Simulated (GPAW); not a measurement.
# Screening of a field by Cl/Au(100)

Aim: the dipole that a field along the normal induces in Cl/Au(100).

Calculated with GPAW 26.7.0; GPAW, PAW setups; slab in vacuum, relaxation, in the first sound run; inputs show where later runs differ.

**1. Set-up**

The cell holds 5 atoms: 4 Au and 1 Cl. Cell: a = 2.885 Å, b = 2.885 Å, c = 23.563 Å, α = 90.0°, β = 90.0°, γ = 90.0°. Vacuum lies along c.

**2. Relaxation**

The atoms are relaxed first, since the surface dipole, and with it the work function, follows the positions of the outer layers. The lowest 2 atoms are held at bulk positions and keep their forces.

run.py

```python
import json
import numpy as np
from ase import Atoms
from ase.constraints import FixAtoms
from ase.optimize import BFGS
from gpaw import GPAW, PW

slab = Atoms(
    ['Au', 'Au', 'Au', 'Au', 'Cl'],
    positions=[
        [1.44250, 1.44250, 8.00000],
        [0.00000, 0.00000, 10.04000],
        [1.44250, 1.44250, 12.08000],
        [0.00000, 0.00000, 14.12000],
        [1.44250, 1.44250, 15.56340]],
    cell=[[2.885, 0.0, 0.0], [0.0, 2.885, 0.0], [0.0, 0.0, 23.5634]],
    pbc=[True, True, False])

slab.calc = GPAW(mode=PW(400), xc='PBE', kpts={'size': (11, 11, 1), 'gamma': True},
                 occupations={'name': 'fermi-dirac', 'width': 0.1}, nbands='160%',
                 convergence={'density': 1e-05}, maxiter=200,
                 poissonsolver={'dipolelayer': 'xy'},
                 symmetry={'tolerance': 1e-3, 'extra_ids': [1, 1, 0, 0, 0]}, txt='slab.txt')
result = {}
slab.set_constraint(FixAtoms([0, 1]))
path = []
opt = BFGS(slab, maxstep=0.2)
opt.attach(lambda: path.append((slab.get_potential_energy(), slab.positions.tolist(), slab.get_forces().tolist())))
result['relaxed'] = bool(opt.run(fmax=0.03, steps=40))
result['path'] = path
energy = slab.get_potential_energy()
fermi = slab.calc.get_fermi_level()
v = slab.calc.get_electrostatic_potential().mean((0, 1)) - fermi
n = slab.calc.get_pseudo_density().mean((0, 1))
L = slab.cell[2, 2]
z = np.arange(len(v)) * L / len(v)
low, high = slab.positions[:, 2].min(), slab.positions[:, 2].max()
below, above = np.interp([low - 5.8, high + 5.8], z, v)
slopes = [np.interp(x, z, np.gradient(v, z)) for x in (low - 5.8, high + 5.8)]
eps = np.array([[slab.calc.get_eigenvalues(k, s) for k in range(len(slab.calc.get_ibz_k_points()))]
                for s in range(slab.calc.get_number_of_spins())]) - fermi
top, bottom = eps[eps < 0].max(), eps[eps > 0].min()
dipole = slab.get_dipole_moment()[2]
print(f'energy {energy:.4f} eV, Fermi level {fermi:.4f} eV, dipole {dipole:.5f} e A')
print(f'potential 5.8 A off the faces, from the Fermi level: lower {below:.4f} eV, upper {above:.4f} eV')
print(f'slope of the potential there: lower {slopes[0]:.5f}, upper {slopes[1]:.5f} eV/A')
print(f'nearest levels on the mesh: {top:.4f} and {bottom:.4f} eV')
print('magnetic moment', round(slab.get_magnetic_moment(), 3))
result.update(energy=energy, fermi=fermi, dipole=dipole, below=below, above=above, slopes=slopes, edges=[top, bottom],
              z=z.tolist(), v=v.tolist(), n=n.tolist(), positions=slab.positions.tolist(),
              forces=slab.get_forces(apply_constraint=False).tolist(), moments=slab.get_magnetic_moments().tolist())
json.dump(result, open('result.json', 'w'))
```

Started as:

```console
$ OMP_NUM_THREADS=1 OPENBLAS_NUM_THREADS=1 python run.py
```

Output:

```text
Step          Energy          fmax
BFGS:    0      -12.286809        3.740330
BFGS:    1      -12.566392        2.864802
BFGS:    2      -12.938564        1.090889
BFGS:    3      -12.991632        0.710916
BFGS:    4      -13.039843        0.847145
BFGS:    5      -13.067254        0.758569
BFGS:    6      -13.088131        0.581355
BFGS:    7      -13.114666        0.842557
BFGS:    8      -13.153264        1.024543
BFGS:    9      -13.192859        0.954506
BFGS:   10      -13.221801        0.729520
BFGS:   11      -13.245782        0.442309
BFGS:   12      -13.263262        0.224221
BFGS:   13      -13.267865        0.064170
BFGS:   14      -13.268644        0.037890
BFGS:   15      -13.268953        0.014138
energy -13.2315 eV, Fermi level 0.5890 eV, dipole -0.07004 e A
potential 5.8 A off the faces, from the Fermi level: lower 5.0562 eV, upper 6.5737 eV
slope of the potential there: lower 0.00002, upper -0.00004 eV/A
nearest levels on the mesh: -0.0170 and 0.0204 eV
magnetic moment 0.0
```

Elapsed: 21 min, on 1 thread of Arm Neoverse V1, shared host; peak memory 0.23 GiB.

Step by step:

```csv
step,energy less that of the first step (eV),largest force (eV/Å)
1,0.0000,3.7403
2,-0.2801,2.8648
3,-0.6534,1.0909
4,-0.7062,0.7109
5,-0.7531,0.8471
6,-0.7792,0.7586
7,-0.7993,0.5814
8,-0.8253,0.8426
9,-0.8638,1.0245
10,-0.9036,0.9545
11,-0.9327,0.7295
12,-0.9562,0.4423
13,-0.9727,0.2242
14,-0.9766,0.0642
15,-0.9771,0.0379
16,-0.9772,0.0141
```

The atoms that moved most (Å):

```csv
atom,dx,dy,dz,length
Cl5,0.000,0.000,0.899,0.899
Au4,0.000,0.000,0.227,0.227
Au3,0.000,0.000,0.126,0.126
```

Final coordinates:

```xyz
5
Lattice="2.8850 0.0000 0.0000 0.0000 2.8850 0.0000 0.0000 0.0000 23.5634" Properties=species:S:1:pos:R:3
Au    1.4425    1.4425    8.0000
Au    0.0000    0.0000   10.0400
Au    1.4425    1.4425   12.2061
Au    0.0000    0.0000   14.3472
Cl    1.4425    1.4425   16.4624
```

This step gave:

```yaml
dipole_along_the_normal: -0.07004 e·Å
levels_nearest_the_fermi_level_on_the_mesh: -0.01701, 0.02041 eV from the Fermi level
upper_work_function: 6.574 eV
lower_work_function: 5.056 eV
```

The electrostatic potential energy of an electron (without an applied field's), less the Fermi level, planar mean oscillates, so the rows of the table below give means over windows of 2.1 Å about each position, cut where the curve ends. Its maxima inside the range that stand out by 2 % of the span (Å: eV): 9.0: -1.39, 11.2: -0.368, 13.3: -0.350, 15.6: 1.40. Its minima: 8.0: -19.4, 10.0: -19.7, 12.2: -19.7, 14.3: -19.4, 16.4: -18.4.

Electrostatic potential energy of an electron (without an applied field's), less the Fermi level, planar mean against z; means over each step:

```csv
z (Å),"electrostatic potential energy of an electron (without an applied field's), less the Fermi level, planar mean (eV)"
1.05,5.12
3.15,5.06
5.25,4.98
7.35,-6.24
9.45,-9.80
11.55,-8.91
13.65,-8.86
15.75,-6.71
17.85,4.23
19.95,6.57
22.05,6.57
```

The pseudo valence density, planar mean by z:

```csv
z (Å),"pseudo valence density, planar mean (e/Å³)"
0.00,2.2e-6
0.63,-2.3e-6
1.26,2.4e-6
1.89,-2.0e-6
2.52,2.4e-6
3.16,2.0e-6
3.79,1.9e-5
4.42,1.1e-4
5.05,6.1e-4
5.68,0.00358
6.31,0.0218
6.94,0.146
7.57,0.642
8.21,0.968
8.84,0.367
9.47,0.506
10.10,1.10
10.73,0.408
11.36,0.330
11.99,0.954
12.62,0.666
13.25,0.292
13.89,0.615
14.52,1.01
15.15,0.314
15.78,0.355
16.41,0.513
17.04,0.383
17.67,0.0570
18.30,0.00649
18.93,7.7e-4
19.57,1.0e-4
20.20,1.1e-5
20.83,2.2e-6
21.46,0
22.09,0
22.72,1.8e-6
23.35,-2.1e-6
```

The relaxation lowered the energy of the cell by 0.977 eV (energies extrapolated to zero smearing; the optimiser's log prints free energies). The largest force left on a free atom is 0.014 eV/Å.

**3. The slab's potential**

The work function is the vacuum plateau of the electrostatic potential less the Fermi level; a dipole layer lets the two faces have plateaus of their own.

This step: GPAW, PAW setups; slab in vacuum (GPAW 26.7.0).

run.py: that of step 2 with these lines changed.

```diff
@@ -3,4 +3,2 @@
 from ase import Atoms
-from ase.constraints import FixAtoms
-from ase.optimize import BFGS
 from gpaw import GPAW, PW
@@ -12,5 +10,5 @@
         [0.00000, 0.00000, 10.04000],
-        [1.44250, 1.44250, 12.08000],
-        [0.00000, 0.00000, 14.12000],
-        [1.44250, 1.44250, 15.56340]],
+        [1.44250, 1.44250, 12.20609],
+        [-0.00000, 0.00000, 14.34719],
+        [1.44250, 1.44250, 16.46238]],
     cell=[[2.885, 0.0, 0.0], [0.0, 2.885, 0.0], [0.0, 0.0, 23.5634]],
@@ -22,10 +20,4 @@
                  poissonsolver={'dipolelayer': 'xy'},
-                 symmetry={'tolerance': 1e-3, 'extra_ids': [1, 1, 0, 0, 0]}, txt='slab.txt')
+                 symmetry={'tolerance': 1e-3}, txt='slab.txt')
 result = {}
-slab.set_constraint(FixAtoms([0, 1]))
-path = []
-opt = BFGS(slab, maxstep=0.2)
-opt.attach(lambda: path.append((slab.get_potential_energy(), slab.positions.tolist(), slab.get_forces().tolist())))
-result['relaxed'] = bool(opt.run(fmax=0.03, steps=40))
-result['path'] = path
 energy = slab.get_potential_energy()
```

Output:

```text
energy -13.2315 eV, Fermi level 0.5890 eV, dipole -0.07000 e A
potential 5.8 A off the faces, from the Fermi level: lower 5.0564 eV, upper 6.5736 eV
slope of the potential there: lower 0.00001, upper -0.00004 eV/A
nearest levels on the mesh: -0.0171 and 0.0203 eV
magnetic moment 0.0
```

The job ended after 85 s (1 thread; peak memory 0.23 GiB).

This step gave:

```yaml
dipole_along_the_normal: -0.07000 e·Å
levels_nearest_the_fermi_level_on_the_mesh: -0.01708, 0.02035 eV from the Fermi level
```

The electrostatic potential energy of an electron (without an applied field's), less the Fermi level, planar mean oscillates, so the rows of the table below give means over windows of 2.1 Å about each position, cut where the curve ends. Its maxima inside the range that stand out by 2 % of the span (Å: eV): 9.0: -1.39, 11.2: -0.368, 13.3: -0.350, 15.6: 1.40. Its minima: 8.0: -19.4, 10.0: -19.7, 12.2: -19.7, 14.3: -19.4, 16.4: -18.4.

The electrostatic potential energy of an electron (without an applied field's), less the Fermi level, planar mean by z; means over each step:

z (Å), electrostatic potential energy of an electron (without an applied field's), less the Fermi level, planar mean (eV) and a bar from the least value:
```
     1.05        5.1 ###########################
     3.15        5.1 ###########################
     5.25        5.0 ###########################
     7.35       -6.2 #######
     9.45       -9.8 
    11.55       -8.9 ##
    13.65       -8.9 ##
    15.75       -6.7 ######
    17.85        4.2 ##########################
    19.95        6.6 ##############################
    22.05        6.6 ##############################
```

The pseudo valence density, planar mean oscillates, so the rows of the table below give means over windows of 2.1 Å about each position, cut where the curve ends. Its maxima inside the range that stand out by 2 % of the span (Å: e/Å³): 8.0: 1.11, 10.1: 1.10, 12.2: 1.12, 14.3: 1.11, 16.2: 0.561. Its minima: 9.0: 0.335, 11.2: 0.282, 13.3: 0.292, 15.4: 0.245.

Pseudo valence density, planar mean against z; means over each step:

```csv
z (Å),"pseudo valence density, planar mean (e/Å³)"
3.15,1.0e-5
5.25,0.00363
7.35,0.490
9.45,0.646
11.55,0.608
13.65,0.614
15.75,0.438
17.85,0.117
19.95,1.4e-4
22.05,0
```

Force by atom:

```csv
atom,x (eV/Å),y (eV/Å),z (eV/Å),size
Au1,0.000,0.000,-0.409,0.409
Au2,0.000,0.000,0.412,0.412
Au3,0.000,0.000,-0.015,0.015
Au4,0.000,0.000,0.005,0.005
Cl5,0.000,0.000,0.007,0.007
```

The potential is flat to 3.8e-5 eV/Å where it is read, so the vacuum is wide enough.

**4. In a field**

A uniform field along the normal polarises the slab; the atoms stay fixed, so this is the electronic response alone.

run.py: that of step 3 with these lines changed.

```diff
@@ -4,2 +4,3 @@
 from gpaw import GPAW, PW
+from gpaw.external import ConstantElectricField
 
@@ -20,2 +21,3 @@
                  poissonsolver={'dipolelayer': 'xy'},
+                 external=ConstantElectricField(-0.2, [0, 0, 1]),
                  symmetry={'tolerance': 1e-3}, txt='slab.txt')
```

Output:

```text
energy -13.2556 eV, Fermi level 0.5663 eV, dipole -0.16914 e A
potential 5.8 A off the faces, from the Fermi level: lower 4.0171 eV, upper 7.6947 eV
slope of the potential there: lower 0.00003, upper -0.00010 eV/A
nearest levels on the mesh: -0.0224 and 0.0150 eV
magnetic moment 0.0
```

Elapsed: 4 min, on 1 thread; peak memory 0.38 GiB.

This step gave:

```
dipole along the normal                                         : -0.1691 e·Å
levels nearest the Fermi level on the mesh                      : -0.02240, 0.01505 eV from the Fermi level
potential below the slab, the applied field's own ramp left out : 4.017 eV from the Fermi level
potential above the slab, the applied field's own ramp left out : 7.695 eV from the Fermi level
```

The electrostatic potential energy of an electron (without an applied field's), less the Fermi level, planar mean oscillates, so the rows of the table below give means over windows of 2.21 Å about each position, cut where the curve ends. Its maxima inside the range that stand out by 2 % of the span (Å: eV): 9.0: -1.93, 11.2: -0.493, 13.3: -0.0562, 15.6: 2.15, 21.4: 7.70. Its minima: 8.0: -20.2, 10.0: -20.0, 12.2: -19.6, 14.3: -18.9, 16.4: -17.4.

Electrostatic potential energy of an electron (without an applied field's), less the Fermi level, planar mean against z; means over each step:

```csv
z (Å),"electrostatic potential energy of an electron (without an applied field's), less the Fermi level, planar mean (eV)"
1.10,4.17
3.31,4.02
5.53,3.84
7.73,-8.64
9.95,-9.45
12.16,-8.72
14.37,-7.92
16.57,-3.54
18.79,7.57
21.00,7.69
23.21,7.56
```

Force by atom:

```csv
atom,x (eV/Å),y (eV/Å),z (eV/Å),size
Au1,0.000,0.000,-0.405,0.405
Au2,0.000,0.000,0.407,0.407
Au3,0.000,0.000,-0.014,0.014
Au4,0.000,0.000,-0.002,0.002
Cl5,0.000,0.000,0.015,0.015
```

The dipole is now -0.169 e Å, against -0.070 in the run without a field.

**5. Field on**

run.py: that of step 4 with these lines changed.

```diff
@@ -21,3 +21,3 @@
                  poissonsolver={'dipolelayer': 'xy'},
-                 external=ConstantElectricField(-0.2, [0, 0, 1]),
+                 external=ConstantElectricField(-0.1, [0, 0, 1]),
                  symmetry={'tolerance': 1e-3}, txt='slab.txt')
```

Output:

```text
energy -13.2411 eV, Fermi level 0.5779 eV, dipole -0.11947 e A
potential 5.8 A off the faces, from the Fermi level: lower 4.5361 eV, upper 7.1337 eV
slope of the potential there: lower 0.00002, upper -0.00007 eV/A
nearest levels on the mesh: -0.0198 and 0.0176 eV
magnetic moment 0.0
```

Elapsed: 4.2 min, on 1 thread; peak memory 0.39 GiB.

Numbers from this step:

- dipole along the normal: -0.1195 e·Å
- levels nearest the Fermi level on the mesh: -0.01982, 0.01762 eV from the Fermi level
- potential below the slab, the applied field's own ramp left out: 4.536 eV from the Fermi level
- potential above the slab, the applied field's own ramp left out: 7.134 eV from the Fermi level

The electrostatic potential energy of an electron (without an applied field's), less the Fermi level, planar mean oscillates, so the rows of the table below give means over windows of 2.21 Å about each position, cut where the curve ends. Its maxima inside the range that stand out by 2 % of the span (Å: eV): 9.0: -1.66, 11.2: -0.430, 13.3: -0.203, 15.6: 1.77, 21.6: 7.13. Its minima: 8.0: -19.8, 10.0: -19.9, 12.2: -19.6, 14.3: -19.1, 16.4: -17.9.

Table of electrostatic potential energy of an electron (without an applied field's), less the Fermi level, planar mean by z; means over each step:

z (Å), electrostatic potential energy of an electron (without an applied field's), less the Fermi level, planar mean (eV) and a bar from the least value:
```
     1.10        4.6 #########################
     3.31        4.5 #########################
     5.53        4.3 #########################
     7.73       -8.2 ##
     9.95       -9.3 
    12.16       -8.8 #
    14.37       -8.2 ##
    16.57       -4.0 ##########
    18.79        7.0 ##############################
    21.00        7.1 ##############################
    23.21        7.0 ##############################
```

Force by atom:

```csv
atom,x (eV/Å),y (eV/Å),z (eV/Å),size
Au1,0.000,0.000,-0.407,0.407
Au2,0.000,0.000,0.409,0.409
Au3,0.000,0.000,-0.014,0.014
Au4,0.000,0.000,0.001,0.001
Cl5,0.000,0.000,0.010,0.010
```

The dipole is now -0.119 e Å, against -0.070 in the run without a field.

**6. Field on**

run.py: that of step 5 with these lines changed.

```diff
@@ -21,3 +21,3 @@
                  poissonsolver={'dipolelayer': 'xy'},
-                 external=ConstantElectricField(-0.1, [0, 0, 1]),
+                 external=ConstantElectricField(-0.05, [0, 0, 1]),
                  symmetry={'tolerance': 1e-3}, txt='slab.txt')
```

Output:

```text
energy -13.2357 eV, Fermi level 0.5836 eV, dipole -0.09463 e A
potential 5.8 A off the faces, from the Fermi level: lower 4.7959 eV, upper 6.8535 eV
slope of the potential there: lower 0.00002, upper -0.00005 eV/A
nearest levels on the mesh: -0.0185 and 0.0189 eV
magnetic moment 0.0
```

Run time: 4.1 min. Hardware: 1 thread; peak memory 0.38 GiB.

Table of electrostatic potential energy of an electron (without an applied field's), less the Fermi level, planar mean by z:

```csv
z (Å),"electrostatic potential energy of an electron (without an applied field's), less the Fermi level, planar mean (eV)"
0.0,5.82
0.5,4.80
1.0,4.80
1.5,4.80
2.0,4.80
2.5,4.80
3.0,4.80
3.5,4.80
4.0,4.80
4.5,4.79
5.0,4.78
5.5,4.75
6.0,4.60
6.5,3.97
7.0,1.25
7.5,-8.77
8.0,-19.6
8.5,-9.23
9.0,-1.58
9.5,-8.40
10.0,-19.8
10.5,-10.4
11.0,-0.846
11.5,-4.09
12.0,-17.2
12.5,-15.0
13.0,-2.44
13.5,-1.58
14.0,-13.3
14.5,-17.9
15.0,-4.60
15.5,1.56
16.0,-4.67
16.5,-18.1
17.0,-1.70
17.5,5.24
18.0,6.56
18.5,6.80
19.0,6.84
19.5,6.85
20.0,6.85
20.5,6.85
21.0,6.85
21.5,6.85
22.0,6.85
22.5,6.85
23.0,6.85
```

**7. In a field**

run.py: that of step 6 with these lines changed.

```diff
@@ -21,3 +21,3 @@
                  poissonsolver={'dipolelayer': 'xy'},
-                 external=ConstantElectricField(-0.05, [0, 0, 1]),
+                 external=ConstantElectricField(0.05, [0, 0, 1]),
                  symmetry={'tolerance': 1e-3}, txt='slab.txt')
```

Output:

```text
energy -13.2286 eV, Fermi level 0.5943 eV, dipole -0.04493 e A
potential 5.8 A off the faces, from the Fermi level: lower 5.3170 eV, upper 6.2938 eV
slope of the potential there: lower 0.00001, upper -0.00002 eV/A
nearest levels on the mesh: -0.0158 and 0.0217 eV
magnetic moment 0.0
```

Wall time 4.6 min (1 thread); peak memory 0.38 GiB.

Electrostatic potential energy of an electron (without an applied field's), less the Fermi level, planar mean against z:

```csv
z (Å),"electrostatic potential energy of an electron (without an applied field's), less the Fermi level, planar mean (eV)"
0.0,5.81
0.5,5.32
1.0,5.32
1.5,5.32
2.0,5.32
2.5,5.32
3.0,5.32
3.5,5.32
4.0,5.32
4.5,5.31
5.0,5.30
5.5,5.26
6.0,5.11
6.5,4.47
7.0,1.72
7.5,-8.35
8.0,-19.2
8.5,-8.91
9.0,-1.31
9.5,-8.17
10.0,-19.6
10.5,-10.3
11.0,-0.769
11.5,-4.06
12.0,-17.3
12.5,-15.1
13.0,-2.56
13.5,-1.75
14.0,-13.5
14.5,-18.2
15.0,-4.92
15.5,1.19
16.0,-5.10
16.5,-18.5
17.0,-2.22
17.5,4.70
18.0,6.01
18.5,6.24
19.0,6.28
19.5,6.29
20.0,6.29
20.5,6.29
21.0,6.29
21.5,6.29
22.0,6.29
22.5,6.29
23.0,6.29
```

[end of part 1 of 2]

[Logs are printed without paths, hosts, clocks, repeated set-up lines and the standing remarks that a program may print on its own settings, such as how far it seeks lower states.]

[Hosts, paths, dates, database ids (printed as entryN), source tags and the programs' standing remarks are cut or masked in the printed files.]
